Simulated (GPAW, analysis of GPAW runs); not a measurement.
# F centre in LiF: hyperfine coupling, RPBE (GPAW), part 2 of 2

Aim: the hyperfine coupling of the F centre in LiF, to be set beside the measurement. Set-up: RPBE, plane waves 500 eV, 64-site cell, RPBE lattice, k: the zone centre alone then 2x2x2 shifted. The model is a cell of 64 host atoms with 1 F taken out. The isotropic coupling follows from the spin density at the nucleus, the nuclear g-factor and the total spin.

GPAW 26.7.0; RPBE, plane waves 500 eV, 64-site cell, RPBE lattice, k: the zone centre alone then 2x2x2 shifted.

So far: The structure; Relaxation, charge 0.

### Step 3. Hyperfine parameters

The relaxed structure is kept, and the final numbers are taken at the final level and k-points.

This step: GPAW plane-wave PAW DFT, RPBE; single point of a defect supercell.

Input file run.py:

```python
import numpy as np
from ase.io import read, write
from ase.parallel import parprint, world
from gpaw import GPAW, PW
from gpaw.hyperfine import hyperfine_parameters
from gpaw.mpi import serial_comm
from ase import units

atoms = read('POSCAR')
magmoms = np.zeros(len(atoms))
magmoms[[11, 24, 18, 26]] = 1 / 4
atoms.set_initial_magnetic_moments(magmoms)
calc = GPAW(mode=PW(500),
            xc='RPBE',
            kpts={'size': (2, 2, 2), 'gamma': False},
            occupations={'name': 'fermi-dirac', 'width': 0.01, 'fixmagmom': True},
            nbands=133,
            convergence={'density': 1e-05, 'bands': 130},
            maxiter=150,
            symmetry={},
            txt='gpaw.txt')
atoms.calc = calc
energy = atoms.get_potential_energy()
forces = atoms.get_forces()
parprint(f'Energy: {energy:.6f} eV, largest force {np.linalg.norm(forces, axis=1).max():.4f} eV/A')
calc.write('gs.gpw')
write('final.xyz', atoms)
parprint('Moments:', atoms.get_magnetic_moments().round(3))
for s in range(calc.get_number_of_spins()):
    parprint('Levels (eV), spin', s, calc.get_eigenvalues(kpt=0, spin=s)[-16:].round(3))
mhz = units._e / units._hplanck * 1e-6 / max(abs(atoms.get_magnetic_moment()), 1e-9)
world.barrier()
if world.rank == 0:
    serial = GPAW('gs.gpw', communicator=serial_comm, txt=None)
    A = hyperfine_parameters(serial)  # eV, to be multiplied by the nuclear g-factor
    parprint('Coupling s1 7Li (MHz):', round(np.mean([np.trace(A[i]) / 3 for i in [11, 26, 27, 18, 24, 55]]) * 2.170951 * mhz, 3))
    parprint('Coupling s2 19F (MHz):', round(np.mean([np.trace(A[i]) / 3 for i in [13, 7, 30, 23, 20, 28, 29, 51, 44, 15, 60, 59]]) * 5.257736 * mhz, 3))
    parprint('Coupling s3 7Li (MHz):', round(np.mean([np.trace(A[i]) / 3 for i in [32, 40, 25, 9, 17, 56, 48, 1]]) * 2.170951 * mhz, 3))
    parprint('Coupling s4 19F (MHz):', round(np.mean([np.trace(A[i]) / 3 for i in [22, 14, 61]]) * 5.257736 * mhz, 3))
```

Input file POSCAR:

```
Li F  Li F  Li F  Li F  Li F  Li F  Li F  Li F 
 1.0000000000000000
     8.3240049660772542    0.0000000000000018   -0.0000000000000218
    -0.0000000000000018    8.3240049660772648   -0.0000000000000272
    -0.0000000000000018   -0.0000000000000053    8.3240049660772435
 Li  F   Li  F   Li  F   Li  F   Li  F   Li  F   Li  F   Li  F  
   4   4   4   4   4   4   4   3   4   4   4   4   4   4   4   4
Direct
  0.0000591434053687 -0.0000000012013448  0.0000000000000000
  0.0006488331064207  0.2503977939098042  0.2503977686815648
[... 9 atom lines left out ...]
  0.2498314559487855  0.2436373174048846  0.4999999996349584
[... 1 atom line left out ...]
 -0.0006801221314824  0.2491535899428188  0.4999999996349576
[... 4 atom lines left out ...]
  0.2498314571501303  0.4999999972322659  0.2436372753578196
[... 1 atom line left out ...]
 -0.0006801773933428  0.5000000392793335  0.2491535863387865
[... 3 atom lines left out ...]
 -0.0060822248672753  0.4999999948295766  0.4999999996349584
[... 1 atom line left out ...]
  0.2498314571501304  0.4999999972322663  0.7563627251134433
  0.2498314619555096  0.7563626878717509  0.4999999996349599
 -0.0006801773933427  0.5000000392793338  0.7508464141324751
 -0.0006801065140000  0.7508463877028864  0.4999999996349592
[... 21 atom lines left out ...]
  0.5006583606069084  0.4999999972322659  0.2489417099635108
[... 3 atom lines left out ...]
  0.5060004009085680  0.5000000056416796  0.4999999996349599
[... 4 atom lines left out ...]
  0.5006582620966358  0.7510582436553019  0.4999999996349605
[... 1 atom line left out ...]
  0.7503128092129541  0.7500264999171614  0.7500264626754791
```

Command:

```bash
> OMP_NUM_THREADS=1 mpirun -n 4 gpaw python run.py > stdout
```

What it wrote:

```text
__  _  _
 | _ |_)|_||  |
 |__||  | ||/\| - 26.7.0

Input parameters:
  mode=PW(ecut=500.0),
  convergence={'density': 1e-05, 'bands': 130},
  kpts=MonkhorstPack(size=(2, 2, 2), gamma=False),
  maxiter=150,
  nbands=133,
  occupations=Occupations(name='fermi-dirac', width=0.01, fixmagmom=True),
  symmetry=Symmetry(),
  xc=XC(name='RPBE')

Diagonalizing LCAO Hamiltonian
Converting LCAO to pw mode

           Li   F    Li   F
          F    Li   F    Li
        Li F F  LiLi F  F Li
       F    Li   F    Li
         Li         Li   F
        F  LiLi F F  Li LiF
       Li F F  LiLi F F  Li
        Li   F    Li    F
           F    Li   F    Li
       F  LiLi F F  LiLi F
        F    Li   F     Li
       Li   F    Li   F

Atoms  # Å, Bohr magnetons
|    | symbol |         x |         y |         z |    initial magnetic moments |
|----|--------|-----------|-----------|-----------|-----------------------------|
|  0 |     Li |  0.000492 | -0.000000 | -0.000000 | ( 0.0000,  0.0000,  0.0000) |
|  1 |     Li |  0.005401 |  2.084312 |  2.084312 | ( 0.0000,  0.0000,  0.0000) |
|  2 |     Li |  2.079126 | -0.000000 |  2.072331 | ( 0.0000,  0.0000,  0.0000) |
|  3 |     Li |  2.079126 |  2.072331 |  0.000000 | ( 0.0000,  0.0000,  0.0000) |
|  4 |      F |  0.002051 | -0.000000 |  2.080881 | ( 0.0000,  0.0000,  0.0000) |
|  5 |      F |  0.002051 |  2.080881 | -0.000000 | ( 0.0000,  0.0000,  0.0000) |
|  6 |      F |  2.078665 | -0.000000 |  0.000000 | ( 0.0000,  0.0000,  0.0000) |
|  7 |      F |  2.078368 |  2.073056 |  2.073057 | ( 0.0000,  0.0000,  0.0000) |
|  8 |     Li | -0.006713 |  0.000000 |  4.162002 | ( 0.0000,  0.0000,  0.0000) |
|  9 |     Li |  0.005401 |  2.084312 |  6.239693 | ( 0.0000,  0.0000,  0.0000) |
| 10 |     Li |  2.079126 | -0.000000 |  6.251674 | ( 0.0000,  0.0000,  0.0000) |
| 11 |     Li |  2.079598 |  2.028038 |  4.162002 | ( 0.0000,  0.0000,  0.2500) |
| 12 |      F |  0.002051 | -0.000000 |  6.243124 | ( 0.0000,  0.0000,  0.0000) |
| 13 |      F | -0.005661 |  2.073956 |  4.162002 | ( 0.0000,  0.0000,  0.0000) |
| 14 |      F |  2.078460 | -0.000000 |  4.162002 | ( 0.0000,  0.0000,  0.0000) |
| 15 |      F |  2.078368 |  2.073056 |  6.250948 | ( 0.0000,  0.0000,  0.0000) |
| 16 |     Li | -0.006713 |  4.162002 | -0.000000 | ( 0.0000,  0.0000,  0.0000) |
| 17 |     Li |  0.005401 |  6.239693 |  2.084312 | ( 0.0000,  0.0000,  0.0000) |
[...]
| 20 |      F | -0.005662 |  4.162003 |  2.073956 | ( 0.0000,  0.0000,  0.0000) |
| 21 |      F |  0.002051 |  6.243124 |  0.000000 | ( 0.0000,  0.0000,  0.0000) |
[...]
| 50 |     Li |  6.244866 |  6.244464 | -0.000000 | ( 0.0000,  0.0000,  0.0000) |
[...]
| 54 |      F |  6.245608 |  6.243224 |  2.080781 | ( 0.0000,  0.0000,  0.0000) |
| 55 |     Li |  4.211950 |  4.162003 |  4.162002 | ( 0.0000,  0.0000,  0.0000) |
| 56 |     Li |  4.156548 |  6.239360 |  6.239360 | ( 0.0000,  0.0000,  0.0000) |
| 57 |     Li |  6.244339 |  4.162003 |  6.251595 | ( 0.0000,  0.0000,  0.0000) |
| 58 |     Li |  6.244339 |  6.251595 |  4.162002 | ( 0.0000,  0.0000,  0.0000) |
| 59 |      F |  4.167483 |  4.162002 |  6.251813 | ( 0.0000,  0.0000,  0.0000) |
| 60 |      F |  4.167482 |  6.251813 |  4.162002 | ( 0.0000,  0.0000,  0.0000) |
| 61 |      F |  6.241025 |  4.162003 |  4.162002 | ( 0.0000,  0.0000,  0.0000) |
| 62 |      F |  6.245608 |  6.243224 |  6.243224 | ( 0.0000,  0.0000,  0.0000) |

Unit cell  # Å
| periodic |         x |         y |         z |  lengths |    angles |
|----------|-----------|-----------|-----------|----------|-----------|
|      yes |  8.324005 |  0.000000 | -0.000000 | 8.324005 | 90.000000 |
|      yes | -0.000000 |  8.324005 | -0.000000 | 8.324005 | 90.000000 |
|      yes | -0.000000 | -0.000000 |  8.324005 | 8.324005 | 90.000000 |

Number of symmetries: 2
Symmetry operations  # r_c * U_cc + t_c -> r_c
|   | kind |            matrix            |
|---|------|------------------------------|
| 0 |  E   |  1, 0, 0,  0, 1, 0,  0, 0, 1 |
| 1 |  σ   |  1, 0, 0,  0, 1, 0,  0, 0,-1 |

BZ-sampling:
  Number of BZ points: 8
  Number of IBZ points: 2

  Monkhorst-Pack size: [2, 2, 2]
  Monkhorst-Pack shift: [0, 0, 0]

K-points  # in reciprocal-cell coordinates
|   |                                coordinates |     weight |
|---|--------------------------------------------|------------|
| 0 | (  0.25000000,  -0.25000000,   0.25000000) | 0.50000000 |
| 1 | (  0.25000000,   0.25000000,   0.25000000) | 0.50000000 |

Plane wave coefficients: 14637
Cutoff: 500.0 eV

Spin-components: 2 (collinear spins)
Bands:           133
Projectors:      251
Spin-degeneracy: 1
Datatype:        complex128

Density:
  Valence electrons: 249.0
  Components: 2
  Grid points: [45 45 45]
  Charge: 0.0  # |e|

Potential:
  Grid points: [45 45 45]

species:
  Li:
    name:    Lithium
    Z:       3.0
    valence: 1
    core:    2
    charge:  0.0  # [|e|]
    compensation charges:
      type: gauss
      rc: 0.33  # [Å]
      lmax: 2
    cutoffs:
      filter: 1.91  # [Å]
      core: 2.55  # [Å]
    projectors
    | kind |    occ | energy [eV] | rcut [Å] |
    |------|--------|-------------|----------|
    |   2s |  1.000 |      -2.901 |    1.058 |
    |   2p |  0.000 |      -1.114 |    1.058 |
    |    s |        |      24.311 |    1.058 |

    Using partial waves for Li as LCAO basis

  F:
    name:    Fluorine
    Z:       9.0
    valence: 7
    core:    2
    charge:  0.0  # [|e|]
    compensation charges:
      type: gauss
      rc: 0.20  # [Å]
      lmax: 2
    cutoffs:
      filter: 1.14  # [Å]
      core: 0.74  # [Å]
    projectors
    | kind |    occ | energy [eV] | rcut [Å] |
    |------|--------|-------------|----------|
    |   2s |  2.000 |     -29.979 |    0.635 |
    |   2p |  5.000 |     -11.057 |    0.635 |
    |    s |        |      -2.768 |    0.635 |
    |    p |        |      16.154 |    0.635 |
    |    d |        |       0.000 |    0.635 |

    Using partial waves for F as LCAO basis

Reference energy: -90725.077973  # eV

eigensolver:
  PPCG
  Converge bands: 130
  niter=2

density mixing:
  MSR1-Mixer
  Pratt-step length: 0.05
  Maximum mixing coefficient: 0.75
  Old densities: 10
  SVD Regularization: 0.005
  Good broyden scale: 1.0
  Trust region scale: 1.0
  Backstep threshold: 4.0
  History deletion threshold: 6.0
  Fourier metric: weight=20.0, sigma=0.015

occupation numbers:
  Fixed magnetic moment: 1.000
  Fermi-Dirac:
    width: 0.0100  # eV

poisson solver:
  ecut: 4000.0  # eV

xc functional:
  name: RPBE with 2 nearest neighbor stencil

Initialization done in: 17.989 s

convergence criteria:
- Maximum integral of absolute [dens]ity change: 1e-05 electrons / valence electron
- Maximum [total energy] change in last 3 cyles: 0.0005 eV / valence electron
- Maximum integral of absolute [eigenst]ate change: 4e-08 eV^2 / valence electron
maximum number of iterations: 150

SCF iterations
|iter     | |      energy | eigst |  dens |  magmom |
|---------|-|-------------|-------|-------|---------|
|iter:   1| | -284.932789 | -0.46 |       |  +0.9149|
|iter:   2| | -283.441523 | -1.81 | -1.03 |  +0.9191|
|iter:   3| | -279.905464 | -0.93 | -1.08 |  +0.9581|
|iter:   4| | -280.507400 | -2.26 | -1.44 |  +0.9821|
|iter:   5| | -280.759582 | -2.92 | -1.77 |  +1.0007|
|iter:   6| | -280.761763 | -3.43 | -2.86 |  +1.0005|
|iter:   7| | -280.762303c| -3.90 | -3.20 |  +1.0002|
|iter:   8| | -280.762427c| -4.22 | -3.57 |  +1.0001|
|iter:   9| | -280.762436c| -4.73 | -4.17 |  +1.0000|
|iter:  10| | -280.762436c| -4.98 | -4.51 |  +1.0000|
|iter:  11| | -280.762436c| -5.41 | -5.05c|  +1.0000|
|iter:  12| | -280.762436c| -5.64 | -5.50c|  +1.0000|
|iter:  13| | -280.762436c| -6.05 | -5.94c|  +1.0000|
|iter:  14| | -280.762436c| -6.26 | -6.51c|  +1.0000|
|iter:  15| | -280.762436c| -6.71 | -6.83c|  +1.0000|
|iter:  16| | -280.762436c| -6.98 | -7.31c|  +1.0000|
|iter:  17| | -280.762436c| -7.26 | -7.88c|  +1.0000|
|iter:  18| | -280.762436c| -7.57c| -8.20c|  +1.0000|

Converged in 18 steps
SCF loop duration: 144.274 s (8.015 s/step)
Energy contributions relative to reference atoms: (reference = -90725.077973)

Energy contributions:
  Kinetic:         298.456456
  Coulomb:        -301.839712
  Zero:              7.913076
  External:          0.000000
  Xc:             -285.292256
  Entropy:          -0.000000
  Spinorbit:         0.000000
  ----------------------------
  Free energy:    -280.762436
  Extrapolated:   -280.762436

dipole moment: (-10.431747, 227.675350, -237.233232)  # |e|*Ang

Total magnetic moment: (0.000000, 0.000000, 1.000000)

Local magnetic moments
|        x |        y |        z |
|----------|----------|----------|
| 0.000000 | 0.000000 | 0.000030 |  # Li   0
| 0.000000 | 0.000000 | 0.000236 |  # Li   1
| 0.000000 | 0.000000 | 0.000382 |  # Li   2
| 0.000000 | 0.000000 | 0.000382 |  # Li   3
| 0.000000 | 0.000000 | 0.000139 |  # F    4
| 0.000000 | 0.000000 | 0.000139 |  # F    5
| 0.000000 | 0.000000 | 0.000395 |  # F    6
| 0.000000 | 0.000000 | 0.007214 |  # F    7
| 0.000000 | 0.000000 | 0.000382 |  # Li   8
| 0.000000 | 0.000000 | 0.000236 |  # Li   9
[...]
Fermi levels: 6.244, 4.526
Eigenvalues  # (at kpt = [0.250, -0.250, 0.250])
| band index |      eig [eV] | occ [0-1] |      eig [eV] | occ [0-1] |
|------------|---------------|-----------|---------------|-----------|
|          0 |       -21.023 |     1.000 |       -21.018 |     1.000 |
|        ... |               |           |               |           |
|        117 |        -1.387 |     1.000 |        -1.381 |     1.000 |
|        118 |        -1.387 |     1.000 |        -1.380 |     1.000 |
|        119 |        -1.304 |     1.000 |        -1.300 |     1.000 |
|        120 |        -1.304 |     1.000 |        -1.300 |     1.000 |
|        121 |        -1.288 |     1.000 |        -1.283 |     1.000 |
|        122 |        -1.246 |     1.000 |        -1.242 |     1.000 |
|        123 |        -1.246 |     1.000 |        -1.242 |     1.000 |
|        124 |         4.427 |     1.000 |         6.256 |     0.000 |
|        125 |         7.822 |     0.000 |         7.930 |     0.000 |
|        126 |         8.436 |     0.000 |         8.645 |     0.000 |
|        127 |         8.436 |     0.000 |         8.645 |     0.000 |
|        128 |         8.870 |     0.000 |         8.994 |     0.000 |
|        129 |         9.005 |     0.000 |         9.250 |     0.000 |
|        130 |         9.177 |     0.000 |         9.259 |     0.000 |
|        131 |         9.184 |     0.000 |         9.265 |     0.000 |
|        132 |         9.244 |     0.000 |         9.350 |     0.000 |

Gap: 1.830 eV
Transition (v -> c):
  (s=0, k=0, n=124, [0.25, -0.25, 0.25]) -> (s=1, k=0, n=124, [0.25, -0.25, 0.25])
No difference between direct/indirect transitions

Forces  # eV/Ang
|        x |        y |        z |
|----------|----------|----------|
[...]
| -0.00049 |  0.01755 | -0.00000 |  # Li  58
|  0.00800 |  0.00000 |  0.00852 |  # F   59
|  0.00800 |  0.00852 | -0.00000 |  # F   60
|  0.00269 | -0.00000 | -0.00000 |  # F   61
|  0.00143 |  0.00814 |  0.00814 |  # F   62

# Writing to gs.gpw (mode='')
```

Elapsed: 2.9 min, on 4 MPI ranks of Intel Xeon 6975P-C (Granite Rapids), shared host; peak memory 2.5 GiB; 11 min of CPU time.

This step gave:

```yaml
total_moment: 1.000 μB
```

### Step 4. Results

| Property | Result |
| --- | --- |
| 7Li, shell I | 38.5 MHz |
| 19F, shell II | 119.8 MHz |
| 7Li, shell III | 0.9 MHz |
| 19F, shell IV | 0.7 MHz |

**Reading.** 7Li, shell I: computed 38.5 MHz, measured 39.06 MHz; 0.6 MHz (2 %) below the measurement. 19F, shell II: computed 119.8 MHz, measured 105.9 MHz; 13.9 MHz (13 %) above the measurement. 7Li, shell III: computed 0.9 MHz, measured 0.5 MHz; 0.4 MHz (75 %) above the measurement. 19F, shell IV: computed 0.7 MHz, measured 0.48 MHz; 0.2 MHz (38 %) above the measurement. Only the isotropic (Fermi contact) part is computed, with core polarisation; no vibrational averaging. Limits: the periodic copies of the defect are only 8.3 Å apart.

[Logs are printed without paths, hosts, clocks, repeated set-up lines and the standing remarks that a program may print on its own settings, such as how far it seeks lower states.]

[Hosts, paths, dates, database ids (printed as entryN), source tags and the programs' standing remarks are cut or masked in the printed files.]

[For some hosts the program warned that the k-mesh of the response run may be too coarse for force constants and the static dielectric constant; such warnings are not shown here.]
